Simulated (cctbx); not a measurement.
# A crystallographic session in cctbx: Li2MnCl5

Library: cctbx 2025.11. The data are simulated by the first script.

## 1. Simulate the data

run.py:

```python
from cctbx import adptbx, crystal, miller, sgtbx, xray
from cctbx.array_family import flex
from iotbx.shelx import hklf
from scitbx import matrix
import scitbx.random

cs = crystal.symmetry(unit_cell=(6.565, 10.305, 12.275, 90, 90, 90), space_group_symbol='Hall: P 2ac 2ab')  # P2_12_12_1
atoms = [  # label, site, U (iso, or U11 U22 U33 U12 U13 U23 in A^2), occupancy
    ("Mn1", (0.0269, 0.0452, 0.6181), (0.0068, 0.0052, 0.0029, 0.0032, -0.0018, -0.0009), 1),
    ("Cl1", (0.7677, 0.0669, 0.0623), (0.0039, 0.0034, 0.0040, -0.0004, 0.0002, -0.0006), 1),
    ("Cl2", (0.7551, 0.331, 0.8874), (0.0041, 0.0033, 0.0024, -0.0010, -0.0000, 0.0001), 1),
    ("Cl3", (0.7878, 0.3323, 0.2877), (0.0031, 0.0052, 0.0054, -0.0013, 0.0003, -0.0000), 1),
    ("Cl4", (0.8535, 0.6039, 0.057), (0.0059, 0.0040, 0.0038, -0.0005, -0.0003, 0.0000), 1),
    ("Cl5", (0.8751, 0.0156, 0.7927), (0.0050, 0.0040, 0.0046, -0.0003, 0.0000, 0.0002), 1),
    ("Li1", (0.9745, 0.6595, 0.5585), (0.0101, 0.0086, 0.0105, 0.0021, 0.0013, -0.0018), 1),
    ("Li2", (0.04, 0.6134, 0.2394), (0.0056, 0.0050, 0.0046, -0.0001, 0.0002, -0.0000), 1),
]
xs = xray.structure(crystal_symmetry=cs)
for label, site, u, occ in atoms:
    u = adptbx.u_cif_as_u_star(cs.unit_cell(), u) if isinstance(u, tuple) else u
    xs.add_scatterer(xray.scatterer(label, site=site, u=u, occupancy=occ))
xs.set_inelastic_form_factors(0.56087, "sasaki")
xs.show_summary()
p1 = xs.expand_to_p1()
ms = miller.build_set(p1, anomalous_flag=True, d_min=0.8)
flex.set_random_seed(100916)
scitbx.random.set_random_seed(100916)
ms = ms.select(flex.random_double(ms.size()) < 0.95)
i = ms.structure_factors_from_scatterers(p1, algorithm="direct").f_calc().as_intensity_array().data()
i = i * 5000 / flex.max(i)
sig = flex.sqrt(i + flex.pow2(0.04 * i) + 15 ** 2)
noise = scitbx.random.variate(scitbx.random.normal_distribution())(i.size())
data = ms.array(data=i + sig * noise, sigmas=sig).set_observation_type_xray_intensity()
with open("data.hkl", "w") as f:
    data.export_as_shelx_hklf(f)
print("reflections written:", data.size(), " <I/sigma> = %.1f" % flex.mean(data.data() / data.sigmas()))
for h, a, b in list(data.sort("data"))[:12]:
    print("%4d%4d%4d %9.1f %7.1f" % (h + (a, b)))
```

```console
$ python run.py
```

```text
Number of scatterers: 8
At special positions: 0
Unit cell: (6.565, 10.305, 12.275, 90, 90, 90)
Space group: P 21 21 21 (No. 19)
reflections written: 6437  <I/sigma> = 8.9
  -1   3   0    5256.5   212.7
  -1  -3   0    5009.2   212.7
   1   3   0    4947.9   212.7
   1  -3   0    4657.6   212.7
  -2  -2  -3    4459.0   176.5
   2  -2   3    4440.5   176.5
  -2   2  -3    4250.6   176.2
   2   2  -3    4228.8   176.5
   2  -2  -3    4165.5   176.2
   1   0   4    4097.9   171.0
  -2  -2   3    4081.8   176.2
   1   0  -4    4010.4   171.0
```

Run time: 0.27 s on 1 thread of Arm Neoverse V2, with other jobs on the host, peak memory 0.07 GiB.

## 2. Refinement (lightest element left out)

run.py:

```python
import math
from cctbx import adptbx, crystal, maptbx, sgtbx, xray
from cctbx.array_family import flex
from cctbx.xray import observations
from iotbx.shelx import hklf
from scitbx.lstbx import normal_eqns_solving
from smtbx import absolute_structure, utils
from smtbx.refinement import constraints, least_squares

cs = crystal.symmetry(unit_cell=(6.565, 10.305, 12.275, 90, 90, 90), space_group_symbol='Hall: P 2ac 2ab')  # P2_12_12_1
atoms = [  # label, site, U (iso, or U11 U22 U33 U12 U13 U23 in A^2), occupancy
    ("Mn1", (0.0241, 0.0432, 0.6196), 0.0200, 1),
    ("Cl1", (0.7675, 0.0682, 0.0624), 0.0200, 1),
    ("Cl2", (0.7632, 0.3316, 0.8882), 0.0200, 1),
    ("Cl3", (0.7855, 0.3324, 0.2887), 0.0200, 1),
    ("Cl4", (0.8507, 0.6015, 0.0583), 0.0200, 1),
    ("Cl5", (0.8811, 0.0163, 0.7909), 0.0200, 1),
]
xs = xray.structure(crystal_symmetry=cs)
for label, site, u, occ in atoms:
    u = adptbx.u_cif_as_u_star(cs.unit_cell(), u) if isinstance(u, tuple) else u
    xs.add_scatterer(xray.scatterer(label, site=site, u=u, occupancy=occ))
xs.set_inelastic_form_factors(0.56087, "sasaki")
raw = hklf.reader(file_name="data.hkl").as_miller_arrays(crystal_symmetry=cs, anomalous=True)[0]
merged = raw.eliminate_sys_absent().merge_equivalents()
fo2 = merged.array().set_observation_type_xray_intensity()
print("Rint %.3f, %d unique reflections to %.2f A" % (merged.r_int(), fo2.size(), fo2.d_min()))
for sc in xs.scatterers():
    sc.flags.set_grad_site(True)
    sc.flags.set_grad_u_aniso(sc.flags.use_u_aniso())
    sc.flags.set_grad_u_iso(sc.flags.use_u_iso())
obs = fo2.as_xray_observations()
extra = {}
rep = constraints.reparametrisation(xs, [], utils.connectivity_table(xs), **extra)
ls = least_squares.crystallographic_ls(obs, rep, weighting_scheme=least_squares.mainstream_shelx_weighting(a=0, b=0))
print("cycle     R1     wR2    GooF  max shift (A)")
for cycle in range(8):
    ls.build_up()
    r1, wr2, goof = ls.r1_factor(cutoff_factor=2)[0], ls.wR2(), ls.goof()
    old = xs.sites_cart()
    normal_eqns_solving.levenberg_marquardt_iterations(ls, n_max_iterations=3, tau=1e-06, step_threshold=1e-7)
    big = flex.max((xs.sites_cart() - old).norms())
    print("%4d %7.4f %7.4f %7.3f %9.5f" % (cycle + 1, r1, wr2, goof, big))
    ls.build_up(objective_only=True)
    if abs(ls.wR2() - wr2) < 5e-5 and big < 5e-4:
        break
ls.build_up()
print("final R1 %.4f wR2 %.4f GooF %.3f  parameters %d  data/parameter %.1f" % (ls.r1_factor(cutoff_factor=2)[0], ls.wR2(), ls.goof(), ls.n_parameters, fo2.size() / ls.n_parameters))
cov = ls.covariance_matrix_and_annotations()
su = dict(zip(cov.annotations, (math.sqrt(max(v, 0)) for v in cov.matrix.matrix_packed_u_diagonal())))
a2 = cs.unit_cell().reciprocal_parameters()[0] ** -2
print("atom        x        y        z      Ueq    occ   su(xyz)  su(Uiso or U11)")
for sc in xs.scatterers():
    s = max(su.get(sc.label + k, 0) for k in (".x", ".y", ".z"))
    npd = "" if sc.is_positive_definite_u(cs.unit_cell()) else "  NPD"
    print("%-5s %8.5f %8.5f %8.5f %8.4f %6.3f %8.5f %7.4f%s" % ((sc.label,) + sc.site + (sc.u_iso_or_equiv(cs.unit_cell()), sc.occupancy, s, su.get(sc.label + ".uiso", su.get(sc.label + ".u11", 0) * a2), npd)))
fo = fo2.f_sq_as_f()
fc = fo.structure_factors_from_scatterers(xs, algorithm="direct").f_calc()
diff = fo.f_obs_minus_f_calc(1 / math.sqrt(ls.scale_factor()), fc).average_bijvoet_mates()
m = diff.fft_map(symmetry_flags=maptbx.use_space_group_symmetry, resolution_factor=0.25).apply_volume_scaling()
print("difference map: max %.2f min %.2f rms %.2f" % (m.statistics().max(), m.statistics().min(), m.statistics().sigma()))
peaks = m.peak_search(parameters=maptbx.peak_search_parameters(min_distance_sym_equiv=0.6, max_clusters=8)).all()
near = xs.closest_distances(peaks.sites(), distance_cutoff=4)
sps = cs.special_position_settings(min_distance_sym_equiv=0.5)
for k, (x, h) in enumerate(zip(peaks.sites(), peaks.heights())):
    ss = sps.site_symmetry(x)
    print("Q%-3d %7.4f %7.4f %7.4f %4d %7.2f  %.2f A from %s" % ((k + 1,) + tuple(t % 1 for t in ss.exact_site()) + (ss.multiplicity(), h, near.smallest_distances[k], xs.scatterers()[near.i_seqs[k]].label)))
```

```console
$ python run.py
```

```text
Rint 0.057, 1697 unique reflections to 0.80 A
cycle     R1     wR2    GooF  max shift (A)
   1  0.1547  0.3149   6.124   0.05305
   2  0.0576  0.1216   2.364   0.00000
final R1 0.0576 wR2 0.1216 GooF 2.364  parameters 24  data/parameter 70.7
atom        x        y        z      Ueq    occ   su(xyz)  su(Uiso or U11)
Mn1    0.02730  0.04512  0.61809   0.0046  1.000  0.00018  0.0003
Cl1    0.76730  0.06719  0.06240   0.0032  1.000  0.00028  0.0004
Cl2    0.75535  0.33095  0.88733   0.0029  1.000  0.00027  0.0003
Cl3    0.78796  0.33259  0.28752   0.0038  1.000  0.00028  0.0004
Cl4    0.85355  0.60402  0.05704   0.0043  1.000  0.00029  0.0004
Cl5    0.87483  0.01572  0.79293   0.0042  1.000  0.00028  0.0004
difference map: max 4.83 min -0.77 rms 0.27
Q1    0.0249  0.1593  0.9406    4    5.00  2.45 A from Cl1
Q2    0.0392  0.6130  0.2396    4    4.76  2.55 A from Cl4
Q3    0.0822  0.0754  0.6087    4    1.40  0.49 A from Mn1
Q4    0.0258  0.5235  0.8729    4    1.24  0.43 A from Mn1
Q5    0.0319  0.4556  0.2385    4    0.96  2.13 A from Cl3
Q6    0.2147  0.0981  0.4333    4    0.73  0.47 A from Cl4
Q7    0.0554  0.1845  0.2944    4    0.73  2.09 A from Cl4
Q8    0.0194  0.6266  0.9240    4    0.73  1.03 A from Mn1
```

Time: 0.42 s.

## 3. Refinement (whole model)

run.py, as its changes from the last script of this kind:

```diff
@@ -17,0 +18,2 @@
+    ("Li1", (0.9744, 0.6586, 0.5596), 0.0200, 1),
+    ("Li2", (0.0387, 0.6139, 0.2431), 0.0200, 1),
@@ -62 +64 @@
-peaks = m.peak_search(parameters=maptbx.peak_search_parameters(min_distance_sym_equiv=0.6, max_clusters=8)).all()
+peaks = m.peak_search(parameters=maptbx.peak_search_parameters(min_distance_sym_equiv=0.6, max_clusters=6)).all()
```

```console
$ python run.py
```

```text
Rint 0.057, 1697 unique reflections to 0.80 A
cycle     R1     wR2    GooF  max shift (A)
   1  0.1430  0.2896   5.645   0.05453
   2  0.0285  0.0594   1.158   0.00005
final R1 0.0285 wR2 0.0594 GooF 1.158  parameters 32  data/parameter 53.0
atom        x        y        z      Ueq    occ   su(xyz)  su(Uiso or U11)
Mn1    0.02707  0.04518  0.61811   0.0051  1.000  0.00009  0.0001
Cl1    0.76755  0.06704  0.06237   0.0037  1.000  0.00014  0.0002
Cl2    0.75507  0.33102  0.88743   0.0032  1.000  0.00013  0.0002
Cl3    0.78800  0.33228  0.28757   0.0044  1.000  0.00014  0.0002
Cl4    0.85344  0.60393  0.05700   0.0046  1.000  0.00014  0.0002
Cl5    0.87483  0.01566  0.79280   0.0044  1.000  0.00013  0.0002
Li1    0.97584  0.65980  0.55885   0.0097  1.000  0.00108  0.0013
Li2    0.03933  0.61421  0.23986   0.0049  1.000  0.00104  0.0013
difference map: max 1.28 min -1.02 rms 0.14
Q1    0.0892  0.0794  0.6095    4    1.32  0.55 A from Mn1
Q2    0.0340  0.5188  0.8732    4    1.17  0.50 A from Mn1
Q3    0.2389  0.4369  0.1111    4    0.56  1.56 A from Cl5
Q4    0.0714  0.0917  0.4472    4    0.50  0.51 A from Cl4
Q5    0.1758  0.1456  0.1160    4    0.50  0.58 A from Cl2
Q6    0.2161  0.5829  0.8821    4    0.49  1.64 A from Mn1
```

Time: 0.4 s.

## 4. Simulate the data

run.py, as its changes from the last script of this kind:

```diff
@@ -22 +22 @@
-xs.set_inelastic_form_factors(0.56087, "sasaki")
+xs.switch_to_neutron_scattering_dictionary()
@@ -25 +25 @@
-ms = miller.build_set(p1, anomalous_flag=True, d_min=0.8)
+ms = miller.build_set(p1, anomalous_flag=True, d_min=0.7)
```

```console
$ python run.py
```

```text
Number of scatterers: 8
At special positions: 0
Unit cell: (6.565, 10.305, 12.275, 90, 90, 90)
Space group: P 21 21 21 (No. 19)
reflections written: 9653  <I/sigma> = 10.0
  -2   0   0    4649.2   212.7
   0  -2  -3    4379.1   183.7
   0   2   3    4279.8   183.7
   0  -2   3    4243.6   183.7
   0   2  -3    4149.8   183.7
   0  -6  10    3840.1   155.8
   1   3   0    3743.7   157.9
   0  -6 -10    3708.9   155.8
  -1   3   0    3707.5   157.9
   0   6 -10    3501.0   155.8
   1  -3   0    3497.6   157.9
  -1  -3   0    3261.9   157.9
```

Time: 0.27 s.

## 5. Refinement (lightest element left out)

run.py, as its changes from the last script of this kind:

```diff
@@ -12,8 +12,6 @@
-    ("Mn1", (0.0241, 0.0432, 0.6196), 0.0200, 1),
-    ("Cl1", (0.7675, 0.0682, 0.0624), 0.0200, 1),
-    ("Cl2", (0.7632, 0.3316, 0.8882), 0.0200, 1),
-    ("Cl3", (0.7855, 0.3324, 0.2887), 0.0200, 1),
-    ("Cl4", (0.8507, 0.6015, 0.0583), 0.0200, 1),
-    ("Cl5", (0.8811, 0.0163, 0.7909), 0.0200, 1),
-    ("Li1", (0.9744, 0.6586, 0.5596), 0.0200, 1),
-    ("Li2", (0.0387, 0.6139, 0.2431), 0.0200, 1),
+    ("Mn1", (0.028, 0.0434, 0.6196), 0.0200, 1),
+    ("Cl1", (0.7689, 0.0675, 0.0603), 0.0200, 1),
+    ("Cl2", (0.7525, 0.3297, 0.887), 0.0200, 1),
+    ("Cl3", (0.7905, 0.334, 0.2885), 0.0200, 1),
+    ("Cl4", (0.8534, 0.604, 0.0565), 0.0200, 1),
+    ("Cl5", (0.8829, 0.0159, 0.7913), 0.0200, 1),
@@ -25 +23 @@
-xs.set_inelastic_form_factors(0.56087, "sasaki")
+xs.switch_to_neutron_scattering_dictionary()
@@ -64 +62 @@
-peaks = m.peak_search(parameters=maptbx.peak_search_parameters(min_distance_sym_equiv=0.6, max_clusters=6)).all()
+peaks = m.peak_search(parameters=maptbx.peak_search_parameters(min_distance_sym_equiv=0.6, max_clusters=8)).all()
```

```console
$ python run.py
```

```text
Rint 0.054, 2539 unique reflections to 0.70 A
cycle     R1     wR2    GooF  max shift (A)
   1  0.1912  0.3900   8.269   0.05383
   2  0.0772  0.1664   3.528   0.00003
final R1 0.0772 wR2 0.1664 GooF 3.528  parameters 24  data/parameter 105.8
atom        x        y        z      Ueq    occ   su(xyz)  su(Uiso or U11)
Mn1    0.02888  0.04470  0.61826   0.0050  1.000  0.00055  0.0006
Cl1    0.76767  0.06692  0.06220   0.0034  1.000  0.00020  0.0002
Cl2    0.75509  0.33101  0.88730   0.0031  1.000  0.00021  0.0002
Cl3    0.78796  0.33224  0.28757   0.0043  1.000  0.00020  0.0002
Cl4    0.85361  0.60380  0.05707   0.0046  1.000  0.00021  0.0003
Cl5    0.87513  0.01578  0.79270   0.0044  1.000  0.00021  0.0003
difference map: max 1.61 min -10.98 rms 0.45
Q1    0.0169  0.1096  0.2151    4    1.75  2.10 A from Cl2
Q2    0.0722  0.1180  0.9737    4    1.55  2.15 A from Cl2
Q3    0.1132  0.6550  0.2623    4    1.54  2.03 A from Cl3
Q4    0.0881  0.6521  0.2044    4    1.54  2.03 A from Cl3
Q5    0.0548  0.0099  0.2748    4    1.43  2.24 A from Cl3
Q6    0.1035  0.5643  0.2350    4    1.41  1.99 A from Cl5
Q7    0.0801  0.2126  0.9638    4    1.40  2.21 A from Cl2
Q8    0.0544  0.6701  0.3376    4    1.33  2.00 A from Cl1
```

Time: 0.41 s.

Figures of merit this high mean that the model is still wrong or incomplete.

## 6. Refinement (whole model)

run.py, as its changes from the last script of this kind:

```diff
@@ -17,0 +18,2 @@
+    ("Li1", (0.9753, 0.6617, 0.5545), 0.0200, 1),
+    ("Li2", (0.0442, 0.6137, 0.2402), 0.0200, 1),
@@ -62 +64 @@
-peaks = m.peak_search(parameters=maptbx.peak_search_parameters(min_distance_sym_equiv=0.6, max_clusters=8)).all()
+peaks = m.peak_search(parameters=maptbx.peak_search_parameters(min_distance_sym_equiv=0.6, max_clusters=6)).all()
```

```console
$ python run.py
```

```text
Rint 0.054, 2539 unique reflections to 0.70 A
cycle     R1     wR2    GooF  max shift (A)
   1  0.1719  0.3592   7.628   0.05492
   2  0.0238  0.0505   1.073   0.00001
final R1 0.0238 wR2 0.0505 GooF 1.073  parameters 32  data/parameter 79.3
atom        x        y        z      Ueq    occ   su(xyz)  su(Uiso or U11)
Mn1    0.02714  0.04503  0.61801   0.0050  1.000  0.00017  0.0002
Cl1    0.76772  0.06691  0.06233   0.0038  1.000  0.00006  0.0001
Cl2    0.75518  0.33100  0.88734   0.0033  1.000  0.00006  0.0001
Cl3    0.78790  0.33228  0.28765   0.0044  1.000  0.00006  0.0001
Cl4    0.85343  0.60393  0.05697   0.0046  1.000  0.00006  0.0001
Cl5    0.87512  0.01565  0.79270   0.0045  1.000  0.00006  0.0001
Li1    0.97433  0.65952  0.55855   0.0094  1.000  0.00034  0.0004
Li2    0.04000  0.61372  0.23948   0.0046  1.000  0.00033  0.0003
difference map: max 0.77 min -0.83 rms 0.14
Q1    0.1961  0.1404  0.1128    4    0.81  0.49 A from Cl2
Q2    0.0796  0.0993  0.4404    4    0.79  0.44 A from Cl4
Q3    0.2092  0.1185  0.4331    4    0.74  0.45 A from Cl4
Q4    0.0776  0.0216  0.6359    4    0.58  0.46 A from Mn1
Q5    0.2149  0.5307  0.4097    4    0.56  0.52 A from Cl1
Q6    0.0984  0.9367  0.4565    4    0.53  1.76 A from Cl4
```

It took 0.41 s on 1 thread of Arm Neoverse V2, on a shared host, peak memory 0.09 GiB.

[Logs are printed without paths, hosts, clocks, repeated set-up lines and the standing remarks that a program may print on its own settings, such as how far it seeks lower states.]
